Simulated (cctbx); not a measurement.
# Accept or mend?

Cell a = 4.2690 Å, b = 4.2690 Å, c = 5.3280 Å, α = 90.00°, β = 90.00°, γ = 120.00°; space group P-3m1 (no. 164).

Simulated single-crystal data (cctbx): Mo Kα, λ = 0.71073 Å, to d = 0.7 Å, 80 % of the full sphere, strongest reflection 5000 counts, noise from counting, a 1.5 % proportional error and a noise floor of 2 counts (s.d.); no absorption.

An isotropic refinement with weights 1/σ² prints:

```text
Rint 0.028, 120 unique reflections to 0.70 A
cycle     R1     wR2    GooF  max shift (A)
   1  0.5488  0.8333  44.589   0.20066
   3  0.0093  0.0212   1.133   0.00000
final R1 0.0093 wR2 0.0212 GooF 1.133  parameters 3  data/parameter 40.0
atom        x        y        z      Ueq    occ   su(xyz)  su(Uiso or U11)
Pb1    0.33333  0.66667  0.40059   0.0102  1.000  0.00005  0.0001
Cd1    0.00000  0.00000  0.00000   0.0075  1.000  0.00000  0.0001
difference map: max 2.39 min -1.26 rms 0.21
Q1    0.0000  0.0000  0.0793    2    2.54  0.42 A from Cd1
Q2    0.0000  0.0000  0.5000    1    1.33  2.52 A from Pb1
Q3    0.0000  0.0000  0.2213    2    0.90  1.18 A from Cd1
Q4    0.2706  0.5411  0.6760    6    0.59  1.54 A from Pb1
Q5    0.1318  0.5659  0.1775    6    0.56  1.40 A from Pb1
Q6    0.1375  0.2750  0.4848    6    0.46  1.52 A from Pb1
```

**Question.** Can this result stand? If not, what is the likely fault?

It can stand. The set-up had a fault (start far from the minimum), but the refinement still reached the right minimum: R1 = 0.0093, wR2 = 0.0212, GooF = 1.13 against R1 = 0.0093, wR2 = 0.0212, GooF = 1.13 for the right model.

The compound is CdPb2. The right model at the same level gives:

```text
Rint 0.028, 120 unique reflections to 0.70 A
cycle     R1     wR2    GooF  max shift (A)
   1  0.1186  0.2395  12.818   0.01697
   2  0.0093  0.0212   1.133   0.00000
final R1 0.0093 wR2 0.0212 GooF 1.133  parameters 3  data/parameter 40.0
atom        x        y        z      Ueq    occ   su(xyz)  su(Uiso or U11)
Pb1    0.33333  0.66667  0.40059   0.0102  1.000  0.00005  0.0001
Cd1    0.00000  0.00000  0.00000   0.0075  1.000  0.00000  0.0001
difference map: max 2.39 min -1.26 rms 0.21
Q1    0.0000  0.0000  0.0793    2    2.54  0.42 A from Cd1
Q2    0.0000  0.0000  0.5000    1    1.33  2.52 A from Pb1
Q3    0.0000  0.0000  0.2213    2    0.90  1.18 A from Cd1
Q4    0.2706  0.5411  0.6760    6    0.59  1.54 A from Pb1
Q5    0.1318  0.5659  0.1775    6    0.56  1.40 A from Pb1
Q6    0.1375  0.2750  0.4848    6    0.46  1.52 A from Pb1
```

The model was made for the exercise: a known structure type with other elements put in, its volume estimated, not relaxed; displacement parameters are assumed.

[Middle refinement cycles are left out of these outputs.]

[Logs are printed without paths, hosts, clocks, repeated set-up lines and the standing remarks that a program may print on its own settings, such as how far it seeks lower states.]
